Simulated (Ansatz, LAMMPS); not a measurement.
**An extra electron or hole in amorphous 29Ga2O3-71GeO2 (mol %) (86 atoms)**

Does an extra electron or hole in amorphous 29Ga2O3-71GeO2 (mol %) (86 atoms) stay spread out, or do the atoms trap it?

Main program and level: Ansatz 0.2.0; Kohn-Sham DFT, PBE, PAW (set soft_1), plane waves; PAW set soft_1.

## 1. Set-up

The cell holds 86 atoms: 14 Ga, 17 Ge and 55 O. Its edges and angles: a = 10.123 Å, b = 10.123 Å, c = 10.123 Å, α = 90.0°, β = 90.0°, γ = 90.0°. 86 atoms (14 Fe, 17 Ge, 55 O) placed at random at 4.72 g/cm³, melted at 5000 K for 10 ps at fixed volume with the Morse and Coulomb pair potential with partial charges (Pedone, Malavasi, Menziani, Cormack and Segre, J. Phys. Chem. B 110, 11780 (2006)). Quenched from 5000 K to 300 K at 100 K/ps and fixed volume, held 5 ps, then minimised at fixed cell. Then Fe was replaced by Ga and the cell scaled by 1.006 (the potential has no terms for the new elements, so the cell is a start for a DFT relaxation).

Limits known from the start: The quench rate of 100 K/ps far exceeds what a furnace or splat quench reaches, so expect more defects and frozen-in strain than in a real sample. The network of bonds at the start is that of the classical potential that made the cell, and needn't be the one that DFT or experiment would give. Sampling is at Γ alone, for a cell whose shortest periodic width is 10 Å.

## 2. Single point at the start

A single point comes first, to see the forces before anything moves.

input.yaml

```yaml
crystal:
  lattice:
    - [10.12338, 0.0, 0.0]
    - [0.0, 10.12338, 0.0]
    - [0.0, 0.0, 10.12338]
  atoms:
    - { symbol: Ga, position: [0.73662, 0.2055, 0.21684] }
    - { symbol: Ga, position: [0.22793, 0.07486, 0.96156] }
    - { symbol: Ga, position: [0.54738, 0.99422, 0.3937] }
    - { symbol: Ga, position: [0.54062, 0.00217, 0.88503] }
    - { symbol: Ga, position: [0.7816, 0.91034, 0.15436] }
    - { symbol: Ga, position: [0.86181, 0.01112, 0.43164] }
    - { symbol: Ga, position: [0.3078, 0.56011, 0.24231] }
    - { symbol: Ga, position: [0.65021, 0.48835, 0.62386] }
    - { symbol: Ga, position: [0.0251, 0.12245, 0.19881] }
    - { symbol: Ga, position: [0.57897, 0.6789, 0.34919] }
    - { symbol: Ga, position: [0.88635, 0.0243, 0.91524] }
    - { symbol: Ga, position: [0.83406, 0.37612, 0.42902] }
    - { symbol: Ga, position: [0.45507, 0.3158, 0.06721] }
    - { symbol: Ga, position: [0.36603, 0.5516, 0.54727] }
    - { symbol: Ge, position: [0.1624, 0.30767, 0.44552] }
    - { symbol: Ge, position: [0.40814, 0.74249, 0.7731] }
    - { symbol: Ge, position: [0.66802, 0.63853, 0.88386] }
    - { symbol: Ge, position: [0.92814, 0.69013, 0.55519] }
    - { symbol: Ge, position: [0.0803, 0.08075, 0.66193] }
    - { symbol: Ge, position: [0.40636, 0.80361, 0.09456] }
    - { symbol: Ge, position: [0.48398, 0.33738, 0.39321] }
    - { symbol: Ge, position: [0.14212, 0.57943, 0.77798] }
    - { symbol: Ge, position: [0.21588, 0.81554, 0.48775] }
    - { symbol: Ge, position: [0.31184, 0.06609, 0.25775] }
    - { symbol: Ge, position: [0.07505, 0.82682, 0.1526] }
    - { symbol: Ge, position: [0.76914, 0.33825, 0.94218] }
    - { symbol: Ge, position: [0.43059, 0.26165, 0.75347] }
    - { symbol: Ge, position: [0.75079, 0.15615, 0.68029] }
    - { symbol: Ge, position: [0.07634, 0.3885, 0.03875] }
    - { symbol: Ge, position: [0.83182, 0.6135, 0.17918] }
    - { symbol: Ge, position: [0.68018, 0.86643, 0.63856] }
    - { symbol: O, position: [0.32985, 0.1352, 0.80792] }
    - { symbol: O, position: [0.73958, 0.74264, 0.25518] }
    - { symbol: O, position: [0.22731, 0.49979, 0.65557] }
    - { symbol: O, position: [0.45316, 0.93008, 0.21442] }
    - { symbol: O, position: [0.98791, 0.67707, 0.17789] }
    - { symbol: O, position: [0.8273, 0.21531, 0.83918] }
    - { symbol: O, position: [0.71757, 0.71871, 0.74097] }
    - { symbol: O, position: [0.37649, 0.91816, 0.96331] }
    - { symbol: O, position: [0.47555, 0.67273, 0.18713] }
    - { symbol: O, position: [0.58192, 0.81766, 0.48184] }
    - { symbol: O, position: [0.16917, 0.9893, 0.14037] }
    - { symbol: O, position: [0.26157, 0.6807, 0.8491] }
    - { symbol: O, position: [0.83521, 0.8401, 0.53893] }
    - { symbol: O, position: [0.36532, 0.15574, 0.10569] }
    - { symbol: O, position: [0.23863, 0.75176, 0.1375] }
    - { symbol: O, position: [0.49354, 0.59874, 0.69342] }
    - { symbol: O, position: [0.86051, 0.11082, 0.09224] }
    - { symbol: O, position: [0.79636, 0.47834, 0.26828] }
    - { symbol: O, position: [0.06873, 0.72038, 0.46006] }
    - { symbol: O, position: [0.967, 0.9347, 0.27808] }
    - { symbol: O, position: [0.95345, 0.87962, 0.03005] }
    - { symbol: O, position: [0.91669, 0.11113, 0.6007] }
    - { symbol: O, position: [0.16324, 0.20896, 0.58617] }
    - { symbol: O, position: [0.90116, 0.38861, 0.04117] }
    - { symbol: O, position: [0.76473, 0.98028, 0.76466] }
    - { symbol: O, position: [0.64737, 0.28499, 0.3626] }
    - { symbol: O, position: [0.54339, 0.51686, 0.44831] }
    - { symbol: O, position: [0.30656, 0.39836, 0.41855] }
    - { symbol: O, position: [0.31317, 0.76864, 0.62526] }
    - { symbol: O, position: [0.02342, 0.39959, 0.44316] }
    - { symbol: O, position: [0.10605, 0.22102, 0.04005] }
    - { symbol: O, position: [0.64984, 0.2807, 0.05445] }
    - { symbol: O, position: [0.66638, 0.94868, 0.01141] }
    - { symbol: O, position: [0.42107, 0.36126, 0.89166] }
    - { symbol: O, position: [0.74881, 0.31783, 0.60679] }
    - { symbol: O, position: [0.17314, 0.18523, 0.31531] }
    - { symbol: O, position: [0.6686, 0.04791, 0.55348] }
    - { symbol: O, position: [0.47007, 0.32859, 0.60132] }
    - { symbol: O, position: [0.52205, 0.88139, 0.73476] }
    - { symbol: O, position: [0.0659, 0.0487, 0.82965] }
    - { symbol: O, position: [0.09613, 0.46425, 0.89074] }
    - { symbol: O, position: [0.89727, 0.19357, 0.33344] }
    - { symbol: O, position: [0.11759, 0.93781, 0.58225] }
    - { symbol: O, position: [0.69654, 0.46668, 0.84533] }
    - { symbol: O, position: [0.27659, 0.94143, 0.3837] }
    - { symbol: O, position: [0.58167, 0.17071, 0.78294] }
    - { symbol: O, position: [0.51485, 0.70795, 0.92546] }
    - { symbol: O, position: [0.00661, 0.65376, 0.70476] }
    - { symbol: O, position: [0.43332, 0.15521, 0.3646] }
    - { symbol: O, position: [0.1849, 0.45316, 0.15001] }
    - { symbol: O, position: [0.45468, 0.40365, 0.22546] }
    - { symbol: O, position: [0.31942, 0.66932, 0.40065] }
    - { symbol: O, position: [0.76149, 0.6363, 0.02432] }
    - { symbol: O, position: [0.70751, 0.01911, 0.29326] }
    - { symbol: O, position: [0.8064, 0.57009, 0.52818] }
kpoints:
  mp_grid: { grid: [1, 1, 1] }
hamiltonian:
  xc: pbe
  pseudopotentials: { kind: paw, azcp: { folder: soft_1 } }
scf:
  occupations: { method: fermi_dirac, width: 0.025 }
output:
  forces: true
```

Started as:

```bash
$ ansatz run input.yaml --threads 4 --pin off --max-ram 8192MiB --backend cpu --events-out ev --progress --plain --runs-dir out
```

What it wrote:

```text
Engine: ansatz 0.2.0, x86_64-unknown-linux-gnu
Pseudopotentials: kind: paw
Pseudopotential: Ga, paw, valence charge 13, recommended cutoff 420 eV (normal), soft_1/Ga.paw.azcp
Pseudopotential: Ge, paw, valence charge 14, recommended cutoff 420 eV (normal), soft_1/Ge.paw.azcp
Pseudopotential: O, paw, valence charge 6, recommended cutoff 420 eV (normal), soft_1/O.paw.azcp
[... 5 lines on functional and potentials left out ...]
Crystal: 86 atoms, lattice volume = 1037.473 Å³
Basis set: ecut = 420 eV, 20341 PW (Γ), exchange–correlation on 144×144×144 points (8 copies of the dense FFT grid, shifted against one another)
Bands: 461, of which v1, the nominal top of the filled ones, is band 375 counted from 1 (374 counted from 0)
Symmetry: 1 space group operations
Space group: P1 (ITA 1), of the structure as read, at distance tolerance 1.0e-4 Å
k-points: 1
[... 7 lines on functional and potentials left out ...]
Initial density: superposition of atomic densities (chi_scale 0.1, normalization cell, long waves kept (reshape's long-wave potential 0.61 eV rms))
Initial wavefunctions: pseudopotential atomic-orbital guess
Functional: x = pbe(κ = 0.804, μ = 0.219515), c = pbe(β = 0.066725)
SCF iter   1: F=—  HF=-157199.246904 eV  |F-HF|=—  |Δ(HF+E_count)|=         —  Δρ=1.11e-1  dr2=7.74e1  ethr=3.10e-3  ⟨swp⟩=5.0  Hψ=1746  notcnv=0  defer=48
preconditioner: auto → Resta (q_TF=auto, 2.585 Å⁻¹)  ε∞=3.4  [insulator: Δε(μ)=1.249 eV  Ē_g=20.287 eV  σ=0.025 eV  W_gap=1.00  n_scr=304 (ndim 8)  ℏωp=31.6 eV  f_vac=0.070  D(μ)=0.00/eV (n_scr^D=0)  ε∞_Penn≈3.4]
SCF iter   2: F=—  HF=-157179.391318 eV  |F-HF|=—  |Δ(HF+E_count)|=    1.99e1  Δρ=4.90e-2  dr2=1.27e1  ethr=3.10e-3  ⟨swp⟩=2.0  Hψ=808  notcnv=0  defer=77
SCF iter   3: F=—  HF=-157175.712960 eV  |F-HF|=—  |Δ(HF+E_count)|=    3.68e0  Δρ=1.62e-2  dr2=2.31e0  ethr=1.70e-3  ⟨swp⟩=4.0  Hψ=761  notcnv=0  defer=50
automatic band count: iteration 3 solves 434 bands in place of 461: the levels show a gap, and the empty bands left out lie too high to hold charge; the band table lists the bands solved (type scf.n_extra_bands for more)
SCF iter   4: F=—  HF=-157175.322625 eV  |F-HF|=—  |Δ(HF+E_count)|=   3.90e-1  Δρ=4.92e-3  dr2=2.18e-1  ethr=3.08e-4  ⟨swp⟩=2.0  Hψ=744  notcnv=0  defer=54
SCF iter   5: F=—  HF=-157175.388987 eV  |F-HF|=—  |Δ(HF+E_count)|=   6.64e-2  Δρ=2.98e-3  dr2=7.71e-2  ethr=2.91e-5  ⟨swp⟩=3.0  Hψ=719  notcnv=0  defer=54
SCF iter   6: F=—  HF=-157175.417385 eV  |F-HF|=—  |Δ(HF+E_count)|=   2.84e-2  Δρ=1.17e-3  dr2=1.38e-2  ethr=1.03e-5  ⟨swp⟩=3.0  Hψ=865  notcnv=0  defer=50
SCF iter   7: F=—  HF=-157175.418273 eV  |F-HF|=—  |Δ(HF+E_count)|=   8.87e-4  Δρ=2.86e-4  dr2=1.43e-3  ethr=1.84e-6  ⟨swp⟩=2.0  Hψ=759  notcnv=0  defer=50
SCF iter   8: F=—  HF=-157175.420084 eV  |F-HF|=—  |Δ(HF+E_count)|=   1.81e-3  Δρ=2.15e-4  dr2=4.96e-4  ethr=1.91e-7  ⟨swp⟩=2.0  Hψ=759  notcnv=0  defer=50
SCF iter   9: F=—  HF=-157175.420317 eV  |F-HF|=—  |Δ(HF+E_count)|=   2.33e-4  Δρ=8.06e-5  dr2=7.16e-5  ethr=6.62e-8  ⟨swp⟩=2.0  Hψ=759  notcnv=0  defer=50
SCF iter  10: F=—  HF=-157175.421098 eV  |F-HF|=—  |Δ(HF+E_count)|=   7.82e-4  Δρ=3.02e-5  dr2=1.01e-5  ethr=9.55e-9  ⟨swp⟩=2.0  Hψ=711  notcnv=0  defer=50
SCF iter  11: F=—  HF=-157175.421106 eV  |F-HF|=—  |Δ(HF+E_count)|=   7.87e-6  Δρ=2.06e-5  dr2=4.03e-6  ethr=1.35e-9  ⟨swp⟩=2.0  Hψ=759  notcnv=0  defer=50
SCF iter  12: F=—  HF=-157175.421108 eV  |F-HF|=—  |Δ(HF+E_count)|=   1.55e-6  Δρ=5.95e-6  dr2=4.19e-7  ethr=5.38e-10  ⟨swp⟩=2.0  Hψ=642  notcnv=0  defer=50
SCF iter  13: F=—  HF=-157175.421108 eV  |F-HF|=—  |Δ(HF+E_count)|=   4.09e-7  Δρ=3.79e-6  dr2=1.38e-7  ethr=1.33e-11  ⟨swp⟩=4.0  Hψ=1412  notcnv=0
SCF iter  14: F=-157175.421108 eV  HF=-157175.421108 eV  |F-HF|=9.55e-9  |Δ(HF+E_count)|=   2.33e-8  Δρ=1.09e-6  dr2=1.23e-8  ethr=1.33e-11  ⟨swp⟩=4.0  Hψ=1346  notcnv=0
SCF 1 converged in 14 iterations: F = -157175.421108 eV  dr2 = 1.23e-8
  greatest PAW one-centre occupation: 0.999 electrons in one spin orbital (limit 2), on the Ge atom at site 15 (counted from 0), in its partial waves of l = 2
SCF converged after 14 iterations
Free energy (F): -157175.421108 eV
Harris-Foulkes:  -157175.421108 eV  (|F-HF|=9.55e-9)
Internal energy: -157175.421092 eV  (E = F + TS)
E sigma→0 (E₀):  -157175.421100 eV
Entropy (-TS):   -0.000016 eV (-0.000 meV/atom)
Fermi energy:    7.157564 eV
--- Per-component energies (eV) ---
  E_band       = -4219.380962
  E_kinetic    = 12402.673800
  E_local      = -84846.705719  (includes V_loc(G=0)·N_el)
  E_nonlocal   = 5523.428115
  E_hartree    = 41541.777037
  E_xc         = -5960.621882
  E_vxc        = -6821.996239  (∫ρ·V_xc dr)
  E_paw        = -71367.330344  (= ΣΔE_a)
  E_vpaw       = -13560.373933  (= ΣTr[D̂ρ^β])
  E_aug_tail   = 0.039919  (compensation charges beyond the density's cutoff)
  E_ewald      = -54468.682017
  E_smearing   = -0.000016  (= −TS)
  E_closure    = 0.000000  (closes the sum)
  Σ components = -157175.421108   (vs F -157175.421108, Δ=0.00e0)
--- Forces (eV/Å), atoms counted from 1 ---
  atom   1  Ga     0.48393991    -0.63786649    -0.25776766
  atom   2  Ga     0.72038082     1.27720268    -0.02470102
  atom   3  Ga    -0.03390199    -0.24226764    -0.29188893
  atom   4  Ga     0.59700591    -0.36532320    -0.01556581
  atom   5  Ga     0.06491383     0.24131694    -0.60115494
  atom   6  Ga     0.40133814     0.18344333    -0.01885990
  atom   7  Ga    -0.41549310     0.09777152    -0.46456163
  atom   8  Ga    -0.10517304     0.28529468     0.58031968
  atom   9  Ga    -0.16573620     0.10130551     0.09890393
  atom  10  Ga     0.21545722     0.91963438    -0.28077249
  atom  11  Ga    -0.24132607    -0.14035247     0.22094308
  atom  12  Ga     1.38987848     0.13849728    -0.21491058
  atom  13  Ga    -0.30355643    -0.71399641    -0.88974372
  atom  14  Ga    -1.09474480     0.90469026     1.35891201
[...]
atom  85  O     -0.05621322     0.09937595     0.39872220
  atom  86  O     -1.23372833    -1.69251697    -0.37687233
  max |Σ_I F_I| component: 1.46e-5 eV/Å
```

Wall time 13 s (4 threads of Intel Xeon Platinum 8488C (Sapphire Rapids), shared host); peak memory 1.7 GiB; 46 s of CPU time.

The r.m.s. force at the start is 0.83 eV/Å.

## 3. Relaxation

With the cell held, the atoms are moved downhill towards a nearby minimum.

input.yaml

```yaml
crystal:
  lattice:
    - [10.12338, 0.0, 0.0]
    - [0.0, 10.12338, 0.0]
    - [0.0, 0.0, 10.12338]
  atoms:
    [... the 86 atom lines of step 2 ...]
kpoints:
  mp_grid: { grid: [1, 1, 1] }
hamiltonian:
  xc: pbe
  pseudopotentials: { kind: paw, azcp: { folder: soft_1 } }
scf:
  occupations: { method: fermi_dirac, width: 0.025 }
output:
  forces: true
relax:
  f_tol: 0.05
  max_steps: 120
```

What it wrote:

```text
[...]
Crystal: 86 atoms, lattice volume = 1037.473 Å³
Basis set: ecut = 420 eV, 20341 PW (Γ), exchange–correlation on 144×144×144 points (8 copies of the dense FFT grid, shifted against one another)
Bands: 461, of which v1, the nominal top of the filled ones, is band 375 counted from 1 (374 counted from 0)
Symmetry: 1 space group operations
[...]
k-points: 1
[...]
SCF iter   1: F=—  HF=-157199.246904 eV  |F-HF|=—  |Δ(HF+E_count)|=         —  Δρ=1.11e-1  dr2=7.74e1  ethr=3.10e-3  ⟨swp⟩=5.0  Hψ=1746  notcnv=0  defer=48
[...]
SCF iter   9: F=—  HF=-157175.421041 eV  |F-HF|=—  |Δ(HF+E_count)|=   2.16e-4  Δρ=8.05e-5  dr2=7.17e-5  ethr=6.67e-8  ⟨swp⟩=2.0  Hψ=759  notcnv=0  defer=77
SCF iter  10: F=-157175.421103 eV  HF=-157175.421098 eV  |F-HF|=4.81e-6  |Δ(HF+E_count)|=   5.76e-5  Δρ=3.01e-5  dr2=1.01e-5  ethr=8.33e-9  ⟨swp⟩=4.0  Hψ=1245  notcnv=0
SCF 1 converged in 10 iterations: F = -157175.421103 eV  dr2 = 1.01e-5
[...]
relax step   1: F+E_penalty+E_count = -157175.42110327 eV  Δ(F+E_penalty+E_count) = +0.000e0 eV  max|allowed force component| = 2.279e0 eV/Å  Δτ_max = 0.0000 Å  (10 SCF iters, dr2 threshold 6.25e-5 eV, accepted)
[...]
relax step   2: F+E_penalty+E_count = -157178.75594462 eV  Δ(F+E_penalty+E_count) = -3.335e0 eV  max|allowed force component| = 9.733e-1 eV/Å  Δτ_max = 0.1385 Å  (7 SCF iters, dr2 threshold 1.00e-4 eV, accepted)
[...]
relax step   3: F+E_penalty+E_count = -157180.02421371 eV  Δ(F+E_penalty+E_count) = -1.268e0 eV  max|allowed force component| = 6.357e-1 eV/Å  Δτ_max = 0.1633 Å  (7 SCF iters, dr2 threshold 5.92e-5 eV, accepted)
relax step   4: F+E_penalty+E_count = -157180.60694622 eV  Δ(F+E_penalty+E_count) = -5.827e-1 eV  max|allowed force component| = 4.436e-1 eV/Å  Δτ_max = 0.2000 Å  (8 SCF iters, dr2 threshold 7.37e-5 eV, accepted)
relax step   5: F+E_penalty+E_count = -157180.79992776 eV  Δ(F+E_penalty+E_count) = -1.930e-1 eV  max|allowed force component| = 3.230e-1 eV/Å  Δτ_max = 0.2000 Å  (7 SCF iters, dr2 threshold 8.39e-5 eV, accepted)
relax step   6: F+E_penalty+E_count = -157180.90922218 eV  Δ(F+E_penalty+E_count) = -1.093e-1 eV  max|allowed force component| = 2.517e-1 eV/Å  Δτ_max = 0.2000 Å  (7 SCF iters, dr2 threshold 5.08e-5 eV, accepted)
relax step   7: F+E_penalty+E_count = -157180.95304497 eV  Δ(F+E_penalty+E_count) = -4.382e-2 eV  max|allowed force component| = 2.278e-1 eV/Å  Δτ_max = 0.1481 Å  (7 SCF iters, dr2 threshold 3.36e-5 eV, accepted)
relax step   8: F+E_penalty+E_count = -157181.12001065 eV  Δ(F+E_penalty+E_count) = -1.670e-1 eV  max|allowed force component| = 3.876e-1 eV/Å  Δτ_max = 0.2000 Å  (8 SCF iters, dr2 threshold 3.15e-5 eV, accepted)
relax step   9: F+E_penalty+E_count = -157181.18711225 eV  Δ(F+E_penalty+E_count) = -6.710e-2 eV  max|allowed force component| = 4.637e-1 eV/Å  Δτ_max = 0.1947 Å  (8 SCF iters, dr2 threshold 1.00e-4 eV, accepted)
relax step  10: F+E_penalty+E_count = -157181.44196866 eV  Δ(F+E_penalty+E_count) = -2.549e-1 eV  max|allowed force component| = 2.578e-1 eV/Å  Δτ_max = 0.2000 Å  (7 SCF iters, dr2 threshold 1.00e-4 eV, accepted)
relax step  11: F+E_penalty+E_count = -157181.54784289 eV  Δ(F+E_penalty+E_count) = -1.059e-1 eV  max|allowed force component| = 3.698e-1 eV/Å  Δτ_max = 0.2000 Å  (7 SCF iters, dr2 threshold 2.05e-5 eV, accepted)
relax step  12: F+E_penalty+E_count = -157181.56440279 eV  Δ(F+E_penalty+E_count) = -1.656e-2 eV  max|allowed force component| = 2.348e-1 eV/Å  Δτ_max = 0.0889 Å  (6 SCF iters, dr2 threshold 4.23e-5 eV, accepted)
relax step  13: F+E_penalty+E_count = -157181.59073039 eV  Δ(F+E_penalty+E_count) = -2.633e-2 eV  max|allowed force component| = 2.442e-1 eV/Å  Δτ_max = 0.2000 Å  (8 SCF iters, dr2 threshold 2.22e-5 eV, accepted)
relax step  14: F+E_penalty+E_count = -157181.63438004 eV  Δ(F+E_penalty+E_count) = -4.365e-2 eV  max|allowed force component| = 1.311e-1 eV/Å  Δτ_max = 0.0660 Å  (6 SCF iters, dr2 threshold 2.40e-5 eV, accepted)
relax step  15: F+E_penalty+E_count = -157181.70464147 eV  Δ(F+E_penalty+E_count) = -7.026e-2 eV  max|allowed force component| = 1.430e-1 eV/Å  Δτ_max = 0.2000 Å  (8 SCF iters, dr2 threshold 4.95e-6 eV, accepted)
relax step  16: F+E_penalty+E_count = -157181.67101889 eV  Δ(F+E_penalty+E_count) = +3.362e-2 eV  max|allowed force component| = 3.623e-1 eV/Å  Δτ_max = 0.1951 Å  (8 SCF iters, dr2 threshold 5.89e-6 eV, rejected (line search))
relax step  17: F+E_penalty+E_count = -157181.73918406 eV  Δ(F+E_penalty+E_count) = -3.454e-2 eV  max|allowed force component| = 8.420e-2 eV/Å  Δτ_max = 0.0975 Å  (10 SCF iters, accepted)
relax step  18: F+E_penalty+E_count = -157181.75155239 eV  Δ(F+E_penalty+E_count) = -1.237e-2 eV  max|allowed force component| = 1.286e-1 eV/Å  Δτ_max = 0.0978 Å  (9 SCF iters, accepted)
relax step  19: F+E_penalty+E_count = -157181.73356924 eV  Δ(F+E_penalty+E_count) = +1.798e-2 eV  max|allowed force component| = 1.662e-1 eV/Å  Δτ_max = 0.1500 Å  (8 SCF iters, dr2 threshold 5.74e-6 eV, rejected (line search))
relax step  20: F+E_penalty+E_count = -157181.76043811 eV  Δ(F+E_penalty+E_count) = -8.886e-3 eV  max|allowed force component| = 8.273e-2 eV/Å  Δτ_max = 0.0608 Å  (10 SCF iters, accepted)
relax step  21: F+E_penalty+E_count = -157181.75752300 eV  Δ(F+E_penalty+E_count) = +2.915e-3 eV  max|allowed force component| = 7.041e-2 eV/Å  Δτ_max = 0.0750 Å  (8 SCF iters, dr2 threshold 2.83e-6 eV, rejected (line search))
relax step  22: F+E_penalty+E_count = -157181.76349717 eV  Δ(F+E_penalty+E_count) = -3.059e-3 eV  max|allowed force component| = 5.751e-2 eV/Å  Δτ_max = 0.0352 Å  (9 SCF iters, accepted)
[...]
relax step  23: F+E_penalty+E_count = -157181.76380125 eV  Δ(F+E_penalty+E_count) = -3.041e-4 eV  max|allowed force component| = 3.806e-2 eV/Å  Δτ_max = 0.0209 Å  (8 SCF iters, accepted)
SCF converged after 8 iterations
Free energy (F): -157181.763801 eV
[...]
Internal energy: -157181.763801 eV  (E = F + TS)
E sigma→0 (E₀):  -157181.763801 eV
Fermi energy:    7.098314 eV
[...]
Σ components = -157181.763801   (vs F -157181.763801, Δ=0.00e0)
--- Forces (eV/Å), atoms counted from 1 ---
  atom   1  Ga     0.02347726    -0.00009370     0.01458350
  atom   2  Ga    -0.03805668     0.02522325    -0.00082348
  atom   3  Ga     0.00405105    -0.01407993     0.01945738
  atom   4  Ga    -0.01305011     0.00928074    -0.01826609
[...]
atom  86  O     -0.00242385     0.00595708     0.00852107
  max |Σ_I F_I| component: 8.84e-5 eV/Å
--- Relaxed structure (23 steps of the walk, 20 accepted, 0 SCFs on fresh bases) ---
  F+E_penalty+E_count = -157181.76380125 eV   max|allowed force component| = 3.806e-2 eV/Å
  atoms:
    - { symbol: Ga, position: [0.731307, 0.186602, 0.208875] }
    - { symbol: Ga, position: [0.239698, 0.102750, 0.981753] }
    - { symbol: Ga, position: [0.561640, 1.010433, 0.398192] }
    - { symbol: Ga, position: [0.506354, 0.00762424, 0.877586] }
[...]
- { symbol: O, position: [0.817379, 0.550657, 0.538964] }
```

Run time: 2.7 min. Hardware: 4 threads; peak memory 1.7 GiB.

The relaxation converged after 23 steps, 6.34 eV below its start, with a largest force component of 0.038 eV/Å.

[end of part 1 of 5]

[Long decimals in the printed logs are rounded to 6 places.]

[Logs are printed without paths, hosts, clocks, repeated set-up lines and the standing remarks that a program may print on its own settings, such as how far it seeks lower states.]

[Hosts, paths, dates, database ids (printed as entryN), source tags and the programs' standing remarks are cut or masked in the printed files.]
